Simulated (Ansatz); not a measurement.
# Grüneisen parameters and expansion of Pt (Fm-3m), part 2 of 3

Aim: how the vibrations of Pt shift with volume, and the expansion that follows.

Ansatz 0.2.0; DFT PBEsol, scalar-relativistic, plane waves, PAW; PAW set soft_1.

So far. Step 2 (Probe on a coarse mesh): The start is under -1.4 GPa at this level and looks like a metal on this mesh. Step 4 (Relaxing to small residual forces and stress): The residual pressure is 3.1e-4 GPa, small enough for phonons.

**5. Lattice dynamics at this volume, V/V0 1**

The same q-mesh and k-mesh are kept at every volume, so that much of their error can cancel in the differences.

File input.yaml:

```yaml
crystal:
  lattice:
    - [0.0, 1.9588329656, 1.9588329656]
    - [1.9588329656, 0.0, 1.9588329656]
    - [1.9588329656, 1.9588329656, 0.0]
  atoms:
    - { symbol: Pt, position: [0.0, 0.0, 0.0] }
kpoints:
  mp_grid: { grid: [20, 20, 20] }
hamiltonian:
  xc: pbesol
  pseudopotentials: { kind: paw, azcp: { folder: soft_1 }, xc_functional: pbe }
scf:
  occupations: { method: methfessel_paxton, width: 0.2 }
  lower_state_search: "off"
output:
  eigenvalues: true
phonons:
  method: dfpt
  qmesh: [4, 4, 4]
  temperatures: { t_max: 1000, t_step: 50 }
  qpath:
    path:
      - [[0.0, 0.0, 0.0], [0.5, 0.0, 0.5], [0.625, 0.25, 0.625]]
      - [[0.375, 0.375, 0.75], [0.0, 0.0, 0.0], [0.5, 0.5, 0.5], [0.5, 0.25, 0.75], [0.5, 0.0, 0.5]]
    npoints: 10
```

Started as:

```
> ansatz run input.yaml --threads 8 --pin off --max-ram 16384MiB --backend cpu --events-out ev --progress --plain --runs-dir out
```

Numbers of over 12 decimals in the logs are rounded to 6 here.

The program printed:

```text
[...]
Crystal: 1 atoms, lattice volume = 15.032 Å³
Basis set: ecut = 420 eV, 283 PW (Γ), exchange–correlation on 40×40×40 points (8 copies of the dense FFT grid, shifted against one another)
Bands: 13, of which v1, the nominal top of the filled ones, is band 9 counted from 1 (8 counted from 0)
Symmetry: 48 space group operations
k-points: 256 of 8000
[...]
SCF iter   1: F=—  HF=-12385.799149 eV  |F-HF|=—  |Δ(HF+E_count)|=         —  Δρ=9.29e-2  dr2=1.23e0  ethr=3.10e-3  ⟨swp⟩=5.0  Hψ=16146  notcnv=0
[...]
SCF iter   8: F=-12385.386286 eV  HF=-12385.386286 eV  |F-HF|=1.82e-12  |Δ(HF+E_count)|=  1.46e-11  S|Δr|=    0.00e0  Δρ=3.41e-8  dr2=8.72e-14  ethr=1.00e-12  ⟨swp⟩=5.0  Hψ=12721  notcnv=0
SCF 1 converged in 8 iterations: F = -12385.386286 eV  dr2 = 8.72e-14
[...]
NSCF: frozen V_eff on 256 k-points
[...]
DFPT response loops at q = (0, 0, 0) (fractional): preconditioner auto → Kerker (q_TF=auto, 2.811 Å⁻¹) (partly filled bands, converged f_vac=0.000); β = 1.00, the filter's whole step (`scf.mixing.beta` (0.50) is not read by the response loops under this deck's `scf.mixing.preconditioner`; to damp them name `kerker` or `kerker_dos`, under which they read `scf.mixing.beta`, and type it under 1.00, their step now; both keys bind the ground state too); Broyden in place of MSR1
[...]
SCF converged after 8 iterations
[...]
Free energy (F): -12385.386286 eV
[...]
Internal energy: -12385.385146 eV  (E = F + TS)
E sigma→0 (E₀):  -12385.386001 eV
Entropy (-TS):   -0.001140 eV (-1.140 meV/atom)
Fermi energy:    23.332990 eV
[...]
--- Band table (eV; the first three rows and the last of 256) ---
  k-point 0: bands = [... 5 lower, 19.4905, 19.4905, 19.4905, 21.6869, 21.6869, 37.8931, 42.8385, 42.8385]
  k-point 1: bands = [... 5 lower, 19.4441, 19.5316, 19.5316, 21.6634, 21.6634, 38.0508, 42.2830, 42.9926]
  k-point 2: bands = [... 5 lower, 19.3213, 19.6426, 19.6426, 21.6088, 21.6088, 38.4905, 41.0745, 43.4437]
  k-point 255: bands = [... 5 lower, 18.7114, 18.7114, 21.3001, 23.8317, 30.4112, 31.5759, 31.5759, 35.3629]
--- Phonons (Γ-DFPT): 1 representative perturbation + reference (Σ response iterations 3) ---
  ASR residual: 4.816e-6 → 0.000e0 eV/Å²; symmetrization residual: 1.637e-11 eV/Å²
  ASR residual per site (eV/Å²): 4.82e-6
  Γ frequencies (cm⁻¹): 0.00 0.00 0.00
--- Phonons (arbitrary-q DFPT): 8 irreducible q on the 4×4×4 mesh ---
  q = [0.0000, 0.0000, 0.0000] (star 1, of the zone-centre solve; hermiticity 3.93e-8, symmetrization 3.40e-6): 0.00 0.00 0.00
  q = [0.0000, 0.0000, 0.2500] (star 8, 1 solved perturbation on 4200 of 8000 k-point pairs; hermiticity 7.81e-14, symmetrization 1.07e-12): 55.31 55.31 135.06
[...]
q = [0.0000, 0.2500, 0.2500] (star 6, 2 solved perturbations in 3420 linear systems a pass and spin channel, the states on 2210 of 8000 k-point pairs; hermiticity 8.15e-15, symmetrization 8.77e-14): 80.97 80.97 139.31
[...]
sum rule: each row above includes the acoustic sum rule's correction from the zone centre's row sums; it moved no ω² by more than (0.08 cm⁻¹)²
  mesh force constants: q→R imaginary residual 0.00e0; ASR residual 4.816e-6 → 0.000e0 eV/Å²; symmetrization residual 5.329e-15 eV/Å²
  interpolated dispersion: 62 rows × 3 modes
  density of states and harmonic sums: on the 28×28×28 q-mesh, interpolated from the force constants of a 4×4×4 supercell (no non-analytic term)
  largest difference from the sums on the solved wave vectors: F 1.45e-2 eV, S 1.85e-5 and C_V 4.18e-6 eV/K
  zero-point energy: 0.022725 eV/cell   skipped modes (ω ≤ 0): 3   left out of the sums: 4.56e-5 of the cell's modes: C_V's classical limit lies that fraction below 3 k_B per atom; for a crystal, a wire or a layer, F and S can be off by more, and a phonons.interpolated_qmesh denser along its periods is the remedy for the sampling
```

Elapsed: 78 s, on 8 threads of Arm Neoverse V2, shared host; peak memory 3.7 GiB.

This step gave:

- Γ frequencies: 0, 0, 0 cm⁻¹ (negative: imaginary)
- lowest frequency on the path: 0 cm⁻¹
- zero-point energy: 0.02272 eV/cell
- highest frequency: 198.6 cm⁻¹
- Debye temperature from the second moment: 240 K

No LO-TO term. Phonon branches along the path, in cm⁻¹:

```tsv
point	branch 1	branch 2	branch 3
Γ	0	0	0
halfway	81	81	139
X	130	130	194
halfway	127	133	188
U	117	145	171
jump to K	117	145	171
halfway	53	84	151
Γ	0	0	0
halfway	55	55	135
L	96	96	199
halfway	102	124	181
W	114	157	157
halfway	123	137	183
X	130	130	194
```

The phonon branches as a text plot (rows in cm⁻¹):

```
    194 |           ***                         *****          **
    186 |         **   **                      *     *        *
    178 |        *       *                    *       **     *
    170 |                 *  **                         *   *
    161 |       *           *  *                         ***
    153 |                  *    *            *           * *
    145 |                **                             *   *
    137 |      *       **   *               *          *     **
    128 |           ****         *                            ***
    120 |         **    ***  **                       *     **
    112 |    **  *                         *         *   ***
    103 |                  *   *  **               ******
     95 |       *           *                   *****
     87 |   *                   *         *    *
     79 |      *             **               *
     70 |                      *    *        *
     62 |  * **                  *
     54 |                       *        *  *
     46 |   *                     **       *
     37 |                        *   *
     29 | **                      ***   * *
     21 |                           *    *
     12 | *                          *  *
      4 |*                            **
         Γ           X  U|K            Γ         L        W     X
```

Tetrahedra on 28 28 28, mean over bins of 2 cm⁻¹. The phonon density of states by wavenumber; read off at these points:

wavenumber (cm⁻¹), phonon density of states (1/cm⁻¹/cell) and a bar:
```
     10.0     0.0003 
     20.0     0.0014 #
     30.0     0.0029 ##
     40.0     0.0047 ####
     50.0     0.0067 #####
     60.0     0.0090 #######
     70.0     0.0118 #########
     80.0     0.0157 ############
     90.0     0.0226 ##################
     97.0     0.0377 ##############################
    100.0     0.0358 ############################
    110.0     0.0332 ##########################
    120.0     0.0252 ####################
    130.0     0.0204 ################
    140.0     0.0158 ############
    150.0     0.0112 #########
    160.0     0.0101 ########
    170.0     0.0301 ########################
    180.0     0.0356 ############################
    190.0     0.0113 #########
```

Harmonic. Thermo, by row:

```tsv
T (K)	F_vib (meV/atom)	S (J/mol-atom/K)	C_V (J/mol-atom/K)
0	22.72	0	0
50	21.88	5.346	10.52
100	16.34	15.84	19.17
150	5.85	24.25	22.07
200	-8.48	30.79	23.25
250	-25.84	36.05	23.84
300	-45.68	40.42	24.17
350	-67.62	44.16	24.37
400	-91.37	47.43	24.5
450	-116.7	50.32	24.59
500	-143.5	52.91	24.66
550	-171.5	55.27	24.71
600	-200.7	57.42	24.75
650	-231	59.4	24.77
700	-262.3	61.24	24.8
750	-294.4	62.95	24.82
800	-327.5	64.55	24.83
850	-361.3	66.06	24.84
900	-395.9	67.48	24.85
950	-431.2	68.82	24.86
1000	-467.2	70.1	24.87
```

Phonopy on the run's constants, 21x21x21 mesh, Gaussian sigma 2.0 cm⁻¹. Modes, Pt against wavenumber; read off at these points:

```tsv
wavenumber (cm⁻¹)	modes, Pt (1/cm⁻¹/cell)
-10.0	0
-5.0	5.7e-6
0.0	5.9e-5
5.0	4.6e-5
10.0	4.9e-4
15.0	4.9e-4
20.0	0.0019
25.0	0.00170
30.0	0.00384
35.0	0.00289
40.0	0.00559
45.0	0.00515
50.0	0.00751
55.0	0.00763
60.0	0.00809
65.0	0.0109
70.0	0.0104
75.0	0.0152
80.0	0.0138
85.0	0.0205
90.0	0.0217
95.0	0.0310
100.0	0.0365
105.0	0.0337
110.0	0.0340
115.0	0.0299
120.0	0.0257
125.0	0.0223
130.0	0.0205
135.0	0.0178
140.0	0.016
142.1	0.0171
145.0	0.0128
150.0	0.0110
155.0	0.00855
160.0	0.00985
165.0	0.0192
170.0	0.0289
175.0	0.0338
177.3	0.0353
180.0	0.0339
185.0	0.0202
190.0	0.0114
195.0	0.00464
200.0	5.3e-4
205.0	0
```

No mode is imaginary beyond numerical noise at the solved wavevectors.

**6. A cell at another volume, V/V0 1.015**

Symmetry fixes every atom, so a single point at the scaled cell gives the energy and pressure of this member.

input.yaml, the sections that differ from step 5:

```yaml
crystal:
  lattice:
    - [0.0, 1.9685785636, 1.9685785636]
    - [1.9685785636, 0.0, 1.9685785636]
    - [1.9685785636, 1.9685785636, 0.0]
  atoms:
    - { symbol: Pt, position: [0.0, 0.0, 0.0] }
output:
  forces: true
  stress: true
  eigenvalues: true
# kpoints, hamiltonian, scf: as in step 5
# phonons: removed
```

The program printed:

```text
[...]
Crystal: 1 atoms, lattice volume = 15.258 Å³
Basis set: ecut = 420 eV, 307 PW (Γ), exchange–correlation on 40×40×40 points (8 copies of the dense FFT grid, shifted against one another)
Bands: 13, of which v1, the nominal top of the filled ones, is band 9 counted from 1 (8 counted from 0)
Symmetry: 48 space group operations
[...]
k-points: 256 of 8000
[...]
SCF iter   1: F=—  HF=-12385.801223 eV  |F-HF|=—  |Δ(HF+E_count)|=         —  Δρ=9.25e-2  dr2=1.25e0  ethr=3.10e-3  ⟨swp⟩=5.0  Hψ=16125  notcnv=0
[...]
SCF iter   6: F=-12385.383339 eV  HF=-12385.383339 eV  |F-HF|=6.13e-9  |Δ(HF+E_count)|=   3.03e-7  S|Δr|=    0.00e0  Δρ=8.08e-6  dr2=7.93e-9  ethr=5.56e-10  ⟨swp⟩=3.0  Hψ=12344  notcnv=0
SCF 1 converged in 6 iterations: F = -12385.383339 eV  dr2 = 7.93e-9
[...]
SCF converged after 6 iterations
[...]
Free energy (F): -12385.383339 eV
[...]
Internal energy: -12385.382046 eV  (E = F + TS)
E sigma→0 (E₀):  -12385.383016 eV
Entropy (-TS):   -0.001293 eV (-1.293 meV/atom)
Fermi energy:    22.871231 eV
[...]
--- Stress (GPa, compression-positive) ---
       -4.120176       0.000000      -0.000000
        0.000000      -4.120176      -0.000000
       -0.000000       0.000000      -4.120176
  P = ⅓ Tr σ = -4.1202 GPa (-41.202 kbar)
--- Band table (eV; the first three rows and the last of 256) ---
  k-point 0: bands = [... 5 lower, 19.1213, 19.1213, 19.1213, 21.2650, 21.2650, 37.4703, 42.3341, 42.3341]
  k-point 1: bands = [... 5 lower, 19.0763, 19.1615, 19.1615, 21.2422, 21.2422, 37.6247, 41.7797, 42.4846]
  k-point 2: bands = [... 5 lower, 18.9567, 19.2701, 19.2701, 21.1896, 21.1896, 38.0525, 40.5722, 42.9243]
  k-point 255: bands = [... 5 lower, 18.3596, 18.3596, 20.8934, 23.3550, 29.8451, 31.0387, 31.0387, 34.7732]
```

Elapsed: 1.1 s, on 8 threads; peak memory 0.31 GiB; 3.2 s of CPU time.

This step gave:

```
pressure        : -4.120 GPa
volume per atom : 15.26 Å³/atom
```

The run ends at a pressure of -4.12 GPa.

**7. Phonons, V/V0 1.015**

Phonons at this volume give one point of F(V, T); meshes stay fixed along the series.

input.yaml, the sections that differ from step 6:

```yaml
output:
  eigenvalues: true
phonons:
  method: dfpt
  qmesh: [4, 4, 4]
  temperatures: { t_max: 1000, t_step: 50 }
  qpath:
    path:
      - [[0.0, 0.0, 0.0], [0.5, 0.0, 0.5], [0.625, 0.25, 0.625]]
      - [[0.375, 0.375, 0.75], [0.0, 0.0, 0.0], [0.5, 0.5, 0.5], [0.5, 0.25, 0.75], [0.5, 0.0, 0.5]]
    npoints: 10
# crystal, kpoints, hamiltonian, scf: as in step 6
```

The program printed:

```text
[...]
Crystal: 1 atoms, lattice volume = 15.258 Å³
Basis set: ecut = 420 eV, 307 PW (Γ), exchange–correlation on 40×40×40 points (8 copies of the dense FFT grid, shifted against one another)
Bands: 13, of which v1, the nominal top of the filled ones, is band 9 counted from 1 (8 counted from 0)
Symmetry: 48 space group operations
k-points: 256 of 8000
[...]
k-point 255: bands = [... 5 lower, 18.3597, 18.3597, 20.8934, 23.3551, 29.8451, 31.0387, 31.0387, 34.7732]
[...]
ASR residual: 1.637e-5 → 0.000e0 eV/Å²; symmetrization residual: 6.065e-13 eV/Å²
  ASR residual per site (eV/Å²): 1.64e-5
  Γ frequencies (cm⁻¹): 0.00 0.00 0.00
--- Phonons (arbitrary-q DFPT): 8 irreducible q on the 4×4×4 mesh ---
[...]
interpolated dispersion: 62 rows × 3 modes
[...]
[key lines of the parts left out:]
SCF converged after 8 iterations
Free energy (F): -12385.383339 eV
Fermi energy:    22.871306 eV
```

It took 75 s on 8 threads; peak memory 3.7 GiB; 8.3 min of CPU time.

No LO-TO term. Phonon branches along the path, in cm⁻¹:

```tsv
point	branch 1	branch 2	branch 3
Γ	0	0	0
halfway	77	77	134
X	125	125	186
halfway	122	127	180
U	112	139	164
jump to K	112	139	164
halfway	50	79	145
Γ	0	0	0
halfway	53	53	130
L	93	93	191
halfway	98	119	174
W	109	151	151
halfway	118	132	175
X	125	125	186
```

The phonon branches as a text plot (rows in cm⁻¹):

```
    187 |           ***                         *****          **
    179 |         **   **                      *     *        *
    171 |        *       *                    *       **     *
    163 |                 *  **                         *   *
    155 |       *           *  *                         * *
    147 |                  *    *            *           ***
    139 |                **                             *   *
    131 |      *       **   *               *          *     **
    123 |           ****         *                            ***
    115 |         **    ***  **                       *     **
    107 |    **  *                         *         *   ***
     99 |                  *   *  **               ******
     91 |       *           *                   *****
     83 |   *                             *    *
     76 |      *             ** *             *
     68 |                      *    *        *
     60 |  * **                  *
     52 |                       *        *  *
     44 |   *                     **       *
     36 |                        *   *
     28 | **                      ***   * *
     20 |                           *    *
     12 | *                          *  *
      4 |*                            **
         Γ           X  U|K            Γ         L        W     X
```

No mode is imaginary beyond numerical noise at the solved wavevectors.

**8. Single point at a scaled cell, V/V0 0.985**

Symmetry fixes every atom, so a single point at the scaled cell gives the energy and pressure of this member.

input.yaml, the sections that differ from step 7:

```yaml
crystal:
  lattice:
    - [0.0, 1.9489894177, 1.9489894177]
    - [1.9489894177, 0.0, 1.9489894177]
    - [1.9489894177, 1.9489894177, 0.0]
  atoms:
    - { symbol: Pt, position: [0.0, 0.0, 0.0] }
output:
  forces: true
  stress: true
  eigenvalues: true
# kpoints, hamiltonian, scf: as in step 7
# phonons: removed
```

The program printed:

```text
[...]
Crystal: 1 atoms, lattice volume = 14.807 Å³
Basis set: ecut = 420 eV, 283 PW (Γ), exchange–correlation on 40×40×40 points (8 copies of the dense FFT grid, shifted against one another)
Bands: 13, of which v1, the nominal top of the filled ones, is band 9 counted from 1 (8 counted from 0)
Symmetry: 48 space group operations
[...]
k-points: 256 of 8000
[...]
--- Band table (eV; the first three rows and the last of 256) ---
  k-point 0: bands = [... 5 lower, 19.8703, 19.8703, 19.8703, 22.1215, 22.1215, 38.3258, 43.3551, 43.3551]
  k-point 1: bands = [... 5 lower, 19.8227, 19.9124, 19.9124, 22.0972, 22.0972, 38.4879, 42.7984, 43.5133]
  k-point 2: bands = [... 5 lower, 19.6963, 20.0258, 20.0258, 22.0407, 22.0407, 38.9399, 41.5891, 43.9761]
  k-point 255: bands = [... 5 lower, 19.0735, 19.0735, 21.7186, 24.3232, 30.9942, 32.1298, 32.1298, 35.9708]
[key lines of the parts left out:]
SCF converged after 6 iterations
Free energy (F): -12385.383146 eV
Fermi energy:    23.809000 eV
P = ⅓ Tr σ = 4.5344 GPa (45.344 kbar)
```

Run time: 0.58 s. Hardware: 8 threads; peak memory 0.31 GiB.

The run ends at a pressure of 4.53 GPa.

**9. Phonons, V/V0 0.985**

The same q-mesh and k-mesh are kept at every volume, so that much of their error can cancel in the differences.

input.yaml, the sections that differ from step 8:

```yaml
output:
  eigenvalues: true
phonons:
  method: dfpt
  qmesh: [4, 4, 4]
  temperatures: { t_max: 1000, t_step: 50 }
  qpath:
    path:
      - [[0.0, 0.0, 0.0], [0.5, 0.0, 0.5], [0.625, 0.25, 0.625]]
      - [[0.375, 0.375, 0.75], [0.0, 0.0, 0.0], [0.5, 0.5, 0.5], [0.5, 0.25, 0.75], [0.5, 0.0, 0.5]]
    npoints: 10
# crystal, kpoints, hamiltonian, scf: as in step 8
```

The program printed:

```text
[...]
Crystal: 1 atoms, lattice volume = 14.807 Å³
Basis set: ecut = 420 eV, 283 PW (Γ), exchange–correlation on 40×40×40 points (8 copies of the dense FFT grid, shifted against one another)
Bands: 13, of which v1, the nominal top of the filled ones, is band 9 counted from 1 (8 counted from 0)
Symmetry: 48 space group operations
k-points: 256 of 8000
[...]
k-point 255: bands = [... 5 lower, 19.0734, 19.0734, 21.7186, 24.3232, 30.9942, 32.1298, 32.1298, 35.9708]
[...]
ASR residual: 1.263e-4 → 0.000e0 eV/Å²; symmetrization residual: 1.971e-12 eV/Å²
  ASR residual per site (eV/Å²): 1.26e-4
  Γ frequencies (cm⁻¹): 0.00 0.00 0.00
--- Phonons (arbitrary-q DFPT): 8 irreducible q on the 4×4×4 mesh ---
[...]
interpolated dispersion: 62 rows × 3 modes
[...]
[key lines of the parts left out:]
SCF converged after 7 iterations
Free energy (F): -12385.383146 eV
Fermi energy:    23.808961 eV
```

The job ended after 74 s (8 threads; peak memory 3.7 GiB).

No LO-TO term. Phonon branches along the path, in cm⁻¹:

```tsv
point	branch 1	branch 2	branch 3
Γ	0	0	0
halfway	85	85	145
X	135	135	202
halfway	132	138	196
U	121	151	179
jump to K	121	151	179
halfway	55	88	157
Γ	0	0	0
halfway	58	58	141
L	100	100	207
halfway	106	129	189
W	120	164	164
halfway	128	142	190
X	135	135	202
```

The phonon branches as a text plot (rows in cm⁻¹):

```
    202 |           ***                         *****          **
    194 |         **   **                      *     *        *
    185 |        *       *                    *       **     *
    176 |                 *  **                         *   *
    168 |       *          **  *                         ***
    159 |                  *    *            *           * *
    151 |                ** *                           *   *
    142 |      *       **                   *          *     **
    133 |           ****         *                    *       ***
    125 |         **    ***  **                             **
    116 |    **  *                         *         *  ****
    108 |                  *   *  **               ** **
     99 |       *           *                   ******
     90 |   *                   *         *    *
     82 |      *             **               *
     73 |                      *    *        *
     65 |  * **                  *
     56 |                       *        *  *
     47 |   *                     **       *
     39 |                        *   *
     30 | **                      ***   * *
     22 |                           *    *
     13 | *                          *  *
      4 |*                            **
         Γ           X  U|K            Γ         L        W     X
```

No mode is imaginary beyond numerical noise at the solved wavevectors.

[end of part 2 of 3]

[Logs are printed without paths, hosts, clocks, repeated set-up lines and the standing remarks that a program may print on its own settings, such as how far it seeks lower states.]

[Hosts, paths, dates, database ids (printed as entryN), source tags and the programs' standing remarks are cut or masked in the printed files.]

[A step with changed settings may run another functional than the one named; its input shows which.]

[Of the runs on displaced cells, only some may be shown.]
